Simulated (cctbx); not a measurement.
## Resonant diffraction in CeTi2Pd

Space group Cmcm (no. 63), a = 4.4020 Å, b = 9.7920 Å, c = 7.1050 Å, α = 90.00°, β = 90.00°, γ = 90.00°.

| atom | mult. | x | y | z | Ueq (Å²) |
| --- | --- | --- | --- | --- | --- |
| Ce1 | 4 | 0 | 0.0837 | 3/4 | 0.0097 |
| Pd1 | 4 | 1/2 | 0.2951 | 3/4 | 0.0165 |
| Ti1 | 8 | 1/2 | 0.1328 | 0.4582 | 0.0125 |

This is a model crystal, built by substitution and not relaxed, with assumed displacement parameters.

Calculated with cctbx: free-atom f′ and f″ from the Sasaki tables, no fine structure; amplitudes in electrons.

```csv
E (eV),F 1 1 2,F 1 3 1,F 0 0 2,F 0 4 1
23750,265.8,279.7,215.7,267.4
24100,264.8,277.6,212.6,264.5
24230,264.1,275.8,209.9,262.2
24290,263.4,274.1,207.4,259.9
24320,262.7,272.5,205.0,257.7
24335,262.0,270.9,202.5,255.6
24342,261.4,269.6,200.4,253.7
24346,260.8,268.1,198.2,251.7
24354,259.9,266.0,195.2,248.8
24358,261.0,268.7,199.3,252.5
24365,261.9,270.6,202.3,255.2
24380,262.7,272.5,205.2,257.8
24410,263.4,274.4,208.0,260.3
24500,264.4,276.7,211.6,263.5
24750,265.4,279.2,215.4,266.9
```

**Question.** Which edge is crossed, and why do the reflections move as they do?

The K edge of Pd. The edge is at 24350 eV. f′ of Pd falls from -4.7 e at 24230 eV to -7.8 e at 4 eV below it, and f″ steps from 0.55 to 3.63 e across it. Over that approach |F| changes by -1 % (1 1 2), -3 % (1 3 1), -6 % (0 0 2) and -4 % (0 4 1): a reflection falls where Pd scatters in phase with the total and rises where it scatters against it; it hardly moves where the Pd term is small or cancels by symmetry. Above the edge the larger f″ enters the imaginary part, where it can add to or cancel the other atoms' f″. The structure is centrosymmetric, so Friedel mates stay equal.

[Logs are printed without paths, hosts, clocks, repeated set-up lines and the standing remarks that a program may print on its own settings, such as how far it seeks lower states.]
